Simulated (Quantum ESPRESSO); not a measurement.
# MgO (Periclase): from Born charge to LO-TO splitting

Wanted: the LO mode of MgO (Periclase) from the TO mode and the field response.

Method: DFT PBEsol, scalar-relativistic, plane waves, PseudoDojo norm-conserving pseudopotentials, in Quantum ESPRESSO 7.5.

The database entry behind the starting cell differs from later determinations by our own check (about 0.1 % long), so it need not match the best structure at ambient conditions.

## (1) Set-up

Symmetry: Fm-3m, No. 225, cubic system. Conventional cell: a = 4.214 Å, b = 4.214 Å, c = 4.214 Å, α = 90.00°, β = 90.00°, γ = 90.00°. Nearest to Mg lie 6 O at 2.11 Å. O has 6 Mg at 2.11 Å nearest. Farther neighbours and most contacts between anions are not listed.

As a file:

```cif
data_structure
_symmetry_space_group_name_H-M 'P 1'
_symmetry_Int_Tables_number 1
_cell_length_a 2.9798
_cell_length_b 2.9798
_cell_length_c 2.9798
_cell_angle_alpha 60.000
_cell_angle_beta 60.000
_cell_angle_gamma 60.000
_cell_volume 18.71
loop_
_atom_site_label
_atom_site_type_symbol
_atom_site_fract_x
_atom_site_fract_y
_atom_site_fract_z
_atom_site_occupancy
Mg1 Mg 0.00000 0.00000 0.00000 1
O2 O 0.50000 0.50000 0.50000 1
```

This is the cell after its relaxation at this level of theory, not the database cell from which that began.

## (2) What the response run gave

A linear-response run on the relaxed cell, with the response to an electric field; only its zone-centre results are used. Cutoff 92 Ry, k mesh 12×12×12.

The program printed:

```text
[banners, grids, parts of the stress and lines that vanish by symmetry left out]
Program PHONON v.7.5
     Reading xml data from directory:

[...]
Exchange-correlation= PBESOL
                           (   1   4  10   8   0   0   0)
[...]
kinetic-energy cut-off    =      92.0000  Ry
     charge density cut-off    =     368.0000  Ry
     convergence threshold     =      1.0E-18
[...]
Exchange-correlation= PBESOL
                           (   1   4  10   8   0   0   0)
[...]
q = (   0.0000000   0.0000000   0.0000000 )
     49 Sym.Ops. (with q -> -q+G )
     G cutoff =  295.5694  (  15065 G-vectors)     FFT grid: ( 36, 36, 36)
     number of k points=    72
[...]
Mode symmetry, O_h (m-3m)  point group:
[...]
Dielectric constant
[...]
End of electric fields calculation
          Dielectric constant in cartesian axis
          (       3.233679355      -0.000000000       0.000000000 )
          (      -0.000000000       3.233679355      -0.000000000 )
          (       0.000000000      -0.000000000       3.233679355 )
          Effective charges (d Force / dE) in cartesian axis without acoustic sum rule applied (asr)
           atom    1  Mg    Mean Z*:        1.98591
      Ex  (        1.98591       -0.00000        0.00000 )
      Ey  (       -0.00000        1.98591       -0.00000 )
      Ez  (        0.00000       -0.00000        1.98591 )
           atom    2  O     Mean Z*:       -1.98556
      Ex  (       -1.98556       -0.00000        0.00000 )
      Ey  (       -0.00000       -1.98556       -0.00000 )
      Ez  (        0.00000       -0.00000       -1.98556 )
          Effective charges Sum: Mean:        0.00035
[...]
Effective charges (d Force / dE) in cartesian axis with asr applied:
           atom    1  Mg    Mean Z*:        1.98574
[...]
atom    2  O     Mean Z*:       -1.98574
[...]
Representation #   1 modes #   1   2   3
[...]
End of self-consistent calculation
     Convergence has been achieved
     Representation #   2 modes #   4   5   6
[...]
End of self-consistent calculation
     Convergence has been achieved
[...]
Dielectric constant in cartesian axis
          (       3.233679355      -0.000000000       0.000000000 )
          (      -0.000000000       3.233679355      -0.000000000 )
          (       0.000000000      -0.000000000       3.233679355 )
          Effective charges (d Force / dE) in cartesian axis without acoustic sum rule applied (asr)
           atom    1  Mg    Mean Z*:        1.98591
      Ex  (        1.98591       -0.00000        0.00000 )
      Ey  (       -0.00000        1.98591       -0.00000 )
      Ez  (        0.00000       -0.00000        1.98591 )
           atom    2  O     Mean Z*:       -1.98556
      Ex  (       -1.98556       -0.00000        0.00000 )
      Ey  (       -0.00000       -1.98556       -0.00000 )
      Ez  (        0.00000       -0.00000       -1.98556 )
          Effective charges Sum: Mean:        0.00035
[...]
Effective charges (d Force / dE) in cartesian axis with asr applied:
           atom    1  Mg    Mean Z*:        1.98574
[...]
atom    2  O     Mean Z*:       -1.98574
[...]
q = (    0.000000000   0.000000000   0.000000000 )
[...]
freq (    1) =      -0.731011 [THz] =     -24.383892 [cm-1]
     freq (    2) =      -0.731011 [THz] =     -24.383892 [cm-1]
     freq (    3) =      -0.731011 [THz] =     -24.383892 [cm-1]
     freq (    4) =      11.548444 [THz] =     385.214614 [cm-1]
     freq (    5) =      11.548444 [THz] =     385.214614 [cm-1]
     freq (    6) =      11.548444 [THz] =     385.214614 [cm-1]
[...]
Mode symmetry, O_h (m-3m)  point group:
     freq (   1-   3) =        -24.4  [cm-1]   --> T_1u G_15  G_4- I
     freq (   4-   6) =        385.2  [cm-1]   --> T_1u G_15  G_4- I

   JOB DONE.
```

```csv
quantity,value
cell volume Ω (Å³),18.709
mass of Mg (u),24.305
mass of O (u),15.999
"Born charge of Mg, raw (e)",1.986
"Born charge of O, raw (e)",-1.986
ε∞,3.234
ω(TO) after the sum rule (cm⁻¹),386.7
```

## (3) The calculation

The charges must sum to zero over the cell; taking off their mean, 0.000 e, leaves Z* = 1.986 e on Mg. In the polar mode Mg moves against O, so the reduced mass is μ = 24.30 × 16.00 / 40.30 = 9.648 u.

A longitudinal wave builds up a field that adds to the restoring force: ω(LO)² = ω(TO)² + 4π Z*² / (μ Ω ε∞), in Hartree atomic units. With μ = 17587 electron masses and Ω = 126.25 bohr³ the second term is 6.9011e-06 Ha², or 332419 cm⁻² (1 Ha = 219474.6 cm⁻¹).

So ω(LO) = √(149506 + 332419) = 694.2 cm⁻¹, and by the Lyddane-Sachs-Teller relation ε₀ = ε∞ (ω(LO)/ω(TO))² = 10.42.

## (4) Check against the program

The analysis program adds the same non-analytic term to the full matrix, here for q along (1 0 0).

The program printed:

```text
[banner, memory and clock lines left out]
Program DYNMAT v.7.5

     Reading Dynamical Matrix from file g.dyn
     ...Force constants read
     ...epsilon and Z* read

     Polarizability (A^3 units)
     multiply by 0.573211 for Clausius-Mossotti correction
         3.325497   -0.000000    0.000000
        -0.000000    3.325497   -0.000000
         0.000000   -0.000000    3.325497

     IR activities are in (D/A)^2/amu units

# mode   [cm-1]    [THz]      IR
    1     -0.00   -0.0000    0.0000
    2      0.00    0.0000    0.0000
    3      0.00    0.0000    0.0000
    4    386.66   11.5918    9.4291
    5    386.66   11.5918    9.4291
    6    694.21   20.8118    9.4291
```

ε₀ comes from the program's run without a direction of q.

```csv
quantity,by hand,program
ω(LO) (cm⁻¹),694.2,694.2
ε₀,10.42,10.42
```

## (5) Results

| Property | Result |
| --- | --- |
| TO mode | 386.7 cm⁻¹ |
| LO mode | 694.2 cm⁻¹ |
| static dielectric constant | 10.42 |

In words: The LO mode of MgO (Periclase) lies at 694 cm⁻¹, 308 cm⁻¹ above the TO mode; the formula meets the program within 0.1 cm⁻¹, as it must for a cubic crystal with one polar mode. ω(LO)² − ω(TO)² goes with Z*²/ε∞: an error of 5 % in ε∞ would move the LO mode by 11.5 cm⁻¹, and semilocal functionals tend to overestimate ε∞. The acoustic modes of the response miss zero by 24 cm⁻¹, a numerical error that can touch the optical modes as well. These are harmonic values at zero temperature, at the volume of this functional, for the structure held cubic; stability elsewhere in the zone is no part of this calculation.

[Host names and launcher messages were left out of these logs when they were recorded.]

[Logs are printed without paths, hosts, clocks, repeated set-up lines and the standing remarks that a program may print on its own settings, such as how far it seeks lower states.]

[Hosts, paths, dates, database ids (printed as entryN), source tags and the programs' standing remarks are cut or masked in the printed files.]
